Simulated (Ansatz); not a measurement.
Rows from a G0W0 calculation on Bi2Se3 (R-3m) (Ansatz 0.2.0; G0W0 on PBE, plane waves, PAW; 4×4×4 mesh, 487 empty bands, screening to 126 eV), in eV. Spin-orbit coupling is left out.

| row | Σx | Σc | Vxc | Z |
| --- | --- | --- | --- | --- |
| A | -9.65 | -3.03 | -12.62 | 0.78 |
| B | -16.32 | 0.64 | -15.29 | 0.74 |
| C | -17.00 | 1.79 | -14.76 | 0.73 |
| D | -9.91 | -3.38 | -13.28 | 0.76 |

**Question.** Which rows are filled states and which are empty ones, and how can one tell?

Filled: B and C. Empty: A and D. The sign of Σc tells: for a filled state bare exchange, which holds its interaction with itself, lies below Vxc (Σx − Vxc is -1.0 eV or lower here) and screening gives part back as a positive Σc. For an empty state Σx lies above Vxc (+3.0 eV or more) and the Coulomb hole leaves Σc negative.

[Runs of the session that timed out or met a known fault of the program may be left out.]

[Cells called generated may have been cut or substituted from an entry of the Crystallography Open Database or the Materials Project.]

[Hosts, paths, dates, database ids (printed as entryN), source tags and the programs' standing remarks are cut or masked in the printed files.]
